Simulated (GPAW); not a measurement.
**Collinear magnetic orders of MnGa3P4 (GaP16x211 Mn2 nn) with GPAW**

Wanted: the moments of MnGa3P4 (GaP16x211 Mn2 nn) and the energy of each order that was tried.

Method: PBE; plane waves with GPAW's PAW setups, scalar-relativistic, in GPAW 26.7.0.

### Step 1. Starting point

It takes space group P-4m2 (No. 115, tetragonal). The conventional cell has a = 3.854 Å, b = 3.854 Å, c = 10.902 Å, α = 90.00°, β = 90.00°, γ = 90.00°. Nearest to Mn lie 4 P at 2.36 Å. P has 2 Mn at 2.36 Å and 2 Ga at 2.36 Å nearest. Nearest to Ga lie 4 P at 2.36 Å. P has 4 Ga at 2.36 Å nearest. Nearest to Ga lie 4 P at 2.36 Å. substitutional dopants on the host's lattice, its constants typed without a cited source, atoms not relaxed. Farther neighbours are not listed.

The cell is a made-up one and need not be a known phase.

### Step 2. Run 1 (ferro ++)

Parallel moments need no larger cell; this start tests for a ferromagnetic state only.

The input, order1.py:

```python
import json
import numpy as np
from ase import Atoms
from ase.parallel import paropen, parprint
from gpaw import GPAW

atoms = Atoms(['Mn', 'P', 'Mn', 'P', 'Ga', 'P', 'Ga', 'P', 'Ga', 'P', 'Ga', 'P', 'Ga', 'P', 'Ga', 'P'],
    cell=[[10.902, 0.0, 0.0],
         [0.0, 5.451, 0.0],
         [0.0, 0.0, 5.451]],
    scaled_positions=[[0.0, 0.0, 0.0],
         [0.125, 0.25, 0.25],
         [0.0, 0.5, 0.5],
         [0.125, 0.75, 0.75],
         [0.25, 0.0, 0.5],
         [0.375, 0.25, 0.75],
         [0.25, 0.5, 0.0],
         [0.375, 0.75, 0.25],
         [0.5, 0.0, 0.0],
         [0.625, 0.25, 0.25],
         [0.5, 0.5, 0.5],
         [0.625, 0.75, 0.75],
         [0.75, 0.0, 0.5],
         [0.875, 0.25, 0.75],
         [0.75, 0.5, 0.0],
         [0.875, 0.75, 0.25]],
    pbc=True,
    magmoms=[4.5, 0.0, 4.5, 0.0, 0.0, 0.0, 0.0, 0.0, 0.0, 0.0, 0.0, 0.0, 0.0, 0.0, 0.0, 0.0])
atoms.calc = GPAW(mode={'name': 'pw', 'ecut': 450},
    xc='PBE',
    kpts={'size': (3, 5, 5), 'gamma': True},
    occupations={'name': 'fermi-dirac', 'width': 0.05},
    convergence={'density': 1e-05, 'energy': 1e-05},
    maxiter=200,
    mixer={'name': 'pulay', 'beta': 0.05, 'nmaxold': 6, 'weight': 50},
    symmetry={'tolerance': 1e-4},
    txt='order1.txt')
e = atoms.get_potential_energy(force_consistent=True)
res = {'free_energy': e, 'energy_sigma0': atoms.get_potential_energy(), 'fermi_energy': atoms.calc.get_fermi_level()}
res['moments'] = atoms.get_magnetic_moments().tolist()
res['total'] = atoms.get_magnetic_moment()
parprint('site moments (muB):', np.round(res['moments'], 3))
parprint(f"total moment: {res['total']:.3f} muB")
parprint(f'free energy: {e:.6f} eV')
atoms.calc.write('order1.gpw')
with paropen('results.json', 'w') as f:
    json.dump(res, f)
```

The run is started by

```bash
$ OMP_NUM_THREADS=1 mpirun -n 4 gpaw python order1.py > order1.log
```

Numbers of over 12 decimals in the logs are rounded to 6 here.

The log of the run:

```text
site moments (muB): [ 3.515 -0.046  3.515 -0.046  0.034  0.005  0.034  0.005  0.005  0.005
  0.005  0.005  0.034 -0.046  0.034 -0.046]
total moment: 7.998 muB
free energy: -83.739761 eV

--- order1.txt ---
Input parameters:
  mode=PW(ecut=450),
  convergence={'density': 1e-05, 'energy': 1e-05},
  kpts=MonkhorstPack(size=(3, 5, 5), gamma=True),
  maxiter=200,
  mixer=Pulay(name='pulay', nmaxold=6, beta=0.05, weight=50, sigma=0.015, g_ss=None),
  occupations=Occupations(name='fermi-dirac', width=0.05),
  symmetry=Symmetry(tolerance=0.0001),
  xc=XC(name='PBE')

Diagonalizing LCAO Hamiltonian
Converting LCAO to pw mode
    .--------------------------.
   /|                          |
  / |  P            P          |
 *  |                          |
 |  |       P            P     |
 |Mn|           Ga             |
 |  |        P             P   |
 |  .P--Ga---------P-Ga--------.
 | /                          /
 |/      Ga            Ga    /
 Mn-----------Ga------------*

Atoms  # Å, Bohr magnetons
|    | symbol |        x |        y |        z |    initial magnetic moments |
|----|--------|----------|----------|----------|-----------------------------|
|  0 |     Mn | 0.000000 | 0.000000 | 0.000000 | ( 0.0000,  0.0000,  4.5000) |
|  1 |      P | 1.362750 | 1.362750 | 1.362750 | ( 0.0000,  0.0000,  0.0000) |
|  2 |     Mn | 0.000000 | 2.725500 | 2.725500 | ( 0.0000,  0.0000,  4.5000) |
|  3 |      P | 1.362750 | 4.088250 | 4.088250 | ( 0.0000,  0.0000,  0.0000) |
|  4 |     Ga | 2.725500 | 0.000000 | 2.725500 | ( 0.0000,  0.0000,  0.0000) |
|  5 |      P | 4.088250 | 1.362750 | 4.088250 | ( 0.0000,  0.0000,  0.0000) |
|  6 |     Ga | 2.725500 | 2.725500 | 0.000000 | ( 0.0000,  0.0000,  0.0000) |
|  7 |      P | 4.088250 | 4.088250 | 1.362750 | ( 0.0000,  0.0000,  0.0000) |
|  8 |     Ga | 5.451000 | 0.000000 | 0.000000 | ( 0.0000,  0.0000,  0.0000) |
|  9 |      P | 6.813750 | 1.362750 | 1.362750 | ( 0.0000,  0.0000,  0.0000) |
| 10 |     Ga | 5.451000 | 2.725500 | 2.725500 | ( 0.0000,  0.0000,  0.0000) |
| 11 |      P | 6.813750 | 4.088250 | 4.088250 | ( 0.0000,  0.0000,  0.0000) |
| 12 |     Ga | 8.176500 | 0.000000 | 2.725500 | ( 0.0000,  0.0000,  0.0000) |
| 13 |      P | 9.539250 | 1.362750 | 4.088250 | ( 0.0000,  0.0000,  0.0000) |
| 14 |     Ga | 8.176500 | 2.725500 | 0.000000 | ( 0.0000,  0.0000,  0.0000) |
| 15 |      P | 9.539250 | 4.088250 | 1.362750 | ( 0.0000,  0.0000,  0.0000) |

Unit cell  # Å
| periodic |         x |        y |        z |   lengths |    angles |
|----------|-----------|----------|----------|-----------|-----------|
|      yes | 10.902000 | 0.000000 | 0.000000 | 10.902000 | 90.000000 |
|      yes |  0.000000 | 5.451000 | 0.000000 |  5.451000 | 90.000000 |
|      yes |  0.000000 | 0.000000 | 5.451000 |  5.451000 | 90.000000 |

Number of symmetries: 8

BZ-sampling:
  Number of BZ points: 75
  Number of IBZ points: 12

  Monkhorst-Pack size: [3, 5, 5]
  Monkhorst-Pack shift: [0, 0, 0]

K-points  # in reciprocal-cell coordinates
|     |                                coordinates |     weight |
|-----|--------------------------------------------|------------|
|   0 | (  0.00000000,   0.00000000,   0.00000000) | 0.01333333 |
|   1 | (  0.00000000,   0.20000000,   0.00000000) | 0.05333333 |
|   2 | (  0.00000000,   0.20000000,   0.20000000) | 0.05333333 |
|   3 | (  0.00000000,   0.40000000,   0.00000000) | 0.05333333 |
|   4 | (  0.00000000,   0.40000000,   0.20000000) | 0.10666667 |
|   5 | (  0.00000000,   0.40000000,   0.40000000) | 0.05333333 |
|   6 | (  0.33333333,   0.00000000,   0.00000000) | 0.02666667 |
|   7 | (  0.33333333,   0.20000000,   0.00000000) | 0.10666667 |
|   8 | (  0.33333333,   0.20000000,   0.20000000) | 0.10666667 |
|   9 | (  0.33333333,   0.40000000,   0.00000000) | 0.10666667 |
| ... |                                            |            |
|  11 | (  0.33333333,   0.40000000,   0.40000000) | 0.10666667 |

Plane wave coefficients: 7047
Cutoff: 450.000000 eV

Spin-components: 2 (collinear spins)
Bands:           63
Projectors:      82
Spin-degeneracy: 1
Datatype:        complex128

Parallelization:
  kpt:    4
  domain: 1
  band:   1

Density:
  Valence electrons: 88.0
  Components: 2
  Grid points: [54 27 27]
  Charge: 0.0  # |e|

Potential:
  Grid points: [54 27 27]

species:
  Mn:
    name:    Manganese
    Z:       25.0
    valence: 15
    core:    10
    charge:  0.0  # [|e|]
    compensation charges:
      type: gauss
      rc: 0.38  # [Å]
      lmax: 2
    cutoffs:
      filter: 2.14  # [Å]
      core: 0.86  # [Å]
    projectors
    | kind |    occ | energy [eV] | rcut [Å] |
    |------|--------|-------------|----------|
    |   3s |  2.000 |     -85.859 |    1.275 |
    |   4s |  2.000 |      -5.106 |    1.275 |
    |   3p |  6.000 |     -54.597 |    1.281 |
    |   4p |  0.000 |      -1.371 |    1.281 |
    |   3d |  5.000 |      -6.771 |    1.138 |
    |    d |        |      20.441 |    1.138 |

    Using partial waves for Mn as LCAO basis

  P:
    name:    Phosphorus
    Z:       15.0
    valence: 5
    core:    10
    charge:  0.0  # [|e|]
    compensation charges:
      type: gauss
      rc: 0.30  # [Å]
      lmax: 2
    cutoffs:
      filter: 1.69  # [Å]
      core: 1.81  # [Å]
    projectors
    | kind |    occ | energy [eV] | rcut [Å] |
    |------|--------|-------------|----------|
    |   3s |  2.000 |     -13.968 |    0.953 |
    |   3p |  3.000 |      -5.506 |    0.953 |
    |    s |        |      13.244 |    0.953 |
    |    p |        |      21.705 |    0.953 |
    |    d |        |       0.000 |    0.953 |

    Using partial waves for P as LCAO basis

  Ga:
    name:    Gallium
    Z:       31.0
    valence: 3
    core:    28
    charge:  0.0  # [|e|]
    compensation charges:
      type: gauss
      rc: 0.37  # [Å]
      lmax: 2
    cutoffs:
      filter: 2.06  # [Å]
      core: 4.17  # [Å]
    projectors
    | kind |    occ | energy [eV] | rcut [Å] |
    |------|--------|-------------|----------|
    |   4s |  2.000 |      -8.945 |    1.164 |
    |   4p |  1.000 |      -2.580 |    1.164 |
    |    s |        |      18.266 |    1.164 |
    |    p |        |      24.631 |    1.164 |
    |    d |        |       0.000 |    1.164 |

    Using partial waves for Ga as LCAO basis

Reference energy: -454759.514589  # eV

eigensolver:
  PPCG
  Converge bands: occupied
  niter=2

density mixing:
  Pulay-Mixer
  Linear mixing parameters: 0.05
  Old densities: 6
  Fourier metric: weight=50, sigma=0.015

occupation numbers:
  Fermi-Dirac:
    width: 0.0500  # eV

poisson solver:
  ecut: 3600.000000  # eV

xc functional:
  name: PBE with 2 nearest neighbor stencil

convergence criteria:
- Maximum integral of absolute [dens]ity change: 1e-05 electrons / valence electron
- Maximum [total energy] change in last 3 cyles: 1e-05 eV / valence electron
- Maximum integral of absolute [eigenst]ate change: 4e-08 eV^2 / valence electron
maximum number of iterations: 200

SCF iterations
|iter     |      energy | eigst |  dens |  magmom |
|---------|-------------|-------|-------|---------|
|iter:   1|       0s |  -84.585460 | +0.18 |       |  +9.0184|
|iter:   2|       6s |  -84.478839 | -1.19 | -0.91 |  +8.9674|
|iter:   3|      11s |  -83.807856 | -1.55 | -0.95 |  +8.7572|
|iter:   4|      17s |  -83.831806 | -1.19 | -1.08 |  +8.2883|
|iter:   5|      23s |  -83.789600 | -2.57 | -1.42 |  +8.2656|
|iter:   6|      29s |  -83.829023 | -2.56 | -1.46 |  +8.0656|
|iter:   7|      34s |  -83.720079 | -2.35 | -1.63 |  +8.1006|
|iter:   8|      40s |  -83.734070 | -2.74 | -1.86 |  +7.9738|
|iter:   9|      46s |  -83.729477 | -3.70 | -2.24 |  +7.9936|
|iter:  10|      51s |  -83.728409 | -3.82 | -2.37 |  +8.0066|
[... 12 iterations left out ...]
|iter:  23|     123s |  -83.729871c| -7.46c| -4.18 |  +7.9984|
|iter:  24|     126s |  -83.729871c| -7.95c| -4.48 |  +7.9984|
|iter:  25|     129s |  -83.729871c| -8.37c| -4.48 |  +7.9984|
|iter:  26|     132s |  -83.729871c| -7.91c| -4.54 |  +7.9984|
|iter:  27|     134s |  -83.729871c| -8.33c| -4.74 |  +7.9984|
|iter:  28|     137s |  -83.729871c| -8.72c| -4.75 |  +7.9984|
|iter:  29|     140s |  -83.729871c| -8.09c| -4.79 |  +7.9983|
|iter:  30|     143s |  -83.729871c| -8.45c| -4.87 |  +7.9983|
|iter:  31|     146s |  -83.729871c| -8.86c| -4.96 |  +7.9983|
|iter:  32|     149s |  -83.729871c| -8.80c| -5.04c|  +7.9983|

Converged in 32 steps
Energy contributions relative to reference atoms: (reference = -454759.514589)

Energy contributions:
  Kinetic:         171.473775
  Coulomb:        -152.230493
  Zero:              0.381413
  External:          0.000000
  Xc:             -103.344675
  Entropy:          -0.019781
  Spinorbit:         0.000000
  ----------------------------
  Free energy:     -83.739761
  Extrapolated:    -83.729871

dipole moment: (-49.129093, -53.960100, -53.960100)  # |e|*Ang

Total magnetic moment: (0.000000, 0.000000, 7.998338)

Local magnetic moments
|        x |        y |         z |
|----------|----------|-----------|
| 0.000000 | 0.000000 |  3.515465 |  # Mn   0
| 0.000000 | 0.000000 | -0.046416 |  # P    1
| 0.000000 | 0.000000 |  3.515465 |  # Mn   2
| 0.000000 | 0.000000 | -0.046416 |  # P    3
| 0.000000 | 0.000000 |  0.033781 |  # Ga   4
| 0.000000 | 0.000000 |  0.005156 |  # P    5
| 0.000000 | 0.000000 |  0.033781 |  # Ga   6
| 0.000000 | 0.000000 |  0.005156 |  # P    7
| 0.000000 | 0.000000 |  0.005430 |  # Ga   8
| 0.000000 | 0.000000 |  0.005156 |  # P    9
| 0.000000 | 0.000000 |  0.005430 |  # Ga  10
| 0.000000 | 0.000000 |  0.005156 |  # P   11
| 0.000000 | 0.000000 |  0.033781 |  # Ga  12
| 0.000000 | 0.000000 | -0.046416 |  # P   13
| 0.000000 | 0.000000 |  0.033781 |  # Ga  14
| 0.000000 | 0.000000 | -0.046416 |  # P   15

Fermi level: 5.106
Eigenvalues  # (at kpt = [0.000, 0.000, 0.000])
| band index |      eig [eV] | occ [0-1] |      eig [eV] | occ [0-1] |
|------------|---------------|-----------|---------------|-----------|
|          0 |       -76.245 |     1.000 |       -72.359 |     1.000 |
|        ... |               |           |               |           |
|         36 |         2.832 |     1.000 |         3.599 |     1.000 |
|         37 |         2.843 |     1.000 |         3.961 |     1.000 |
|         38 |         2.878 |     1.000 |         4.241 |     1.000 |
|         39 |         2.892 |     1.000 |         4.241 |     1.000 |
|         40 |         3.261 |     1.000 |         5.299 |     0.021 |
|         41 |         3.261 |     1.000 |         5.431 |     0.002 |
|         42 |         3.393 |     1.000 |         5.431 |     0.002 |
|         43 |         3.393 |     1.000 |         5.460 |     0.001 |
|         44 |         3.775 |     1.000 |         6.154 |     0.000 |
|         45 |         3.917 |     1.000 |         6.187 |     0.000 |
|         46 |         3.917 |     1.000 |         6.295 |     0.000 |
|         47 |         5.793 |     0.000 |         6.397 |     0.000 |
|         48 |         6.229 |     0.000 |         6.944 |     0.000 |
|         49 |         6.229 |     0.000 |         7.122 |     0.000 |
|         50 |         6.817 |     0.000 |         7.393 |     0.000 |
|        ... |               |           |               |           |
|         62 |         9.802 |     0.000 |         9.817 |     0.000 |

No gap
No difference between direct/indirect transitions
```

Elapsed: 2.7 min, on 4 MPI ranks of Arm Neoverse V2, shared host; peak memory 1.2 GiB.

Spin moment in the augmentation sphere by atom:

```tsv
atom	spin moment in the augmentation sphere (μB)
Mn1	3.52
P2	-0.05
Mn3	3.52
P4	-0.05
Ga5	0.03
P6	0.01
Ga7	0.03
P8	0.01
Ga9	0.01
P10	0.01
Ga11	0.01
P12	0.01
Ga13	0.03
P14	-0.05
Ga15	0.03
P16	-0.05
```

This step gave:

```
magnetization : 7.998 μB
final state   : ferromagnetic
```

After 32 cycles the largest moment stands at 3.52 μB.

[end of part 1 of 2]

[Logs and program files are shortened in this print: banners, set-up blocks, solver, clock and traceback lines can be left out without a mark of their own.]

[Logs are printed without paths, hosts, clocks, repeated set-up lines and the standing remarks that a program may print on its own settings, such as how far it seeks lower states.]

[Hosts, paths, dates, database ids (printed as entryN), source tags and the programs' standing remarks are cut or masked in the printed files.]

[Where a cell is said to come from a database of computed structures, the database is the Materials Project.]
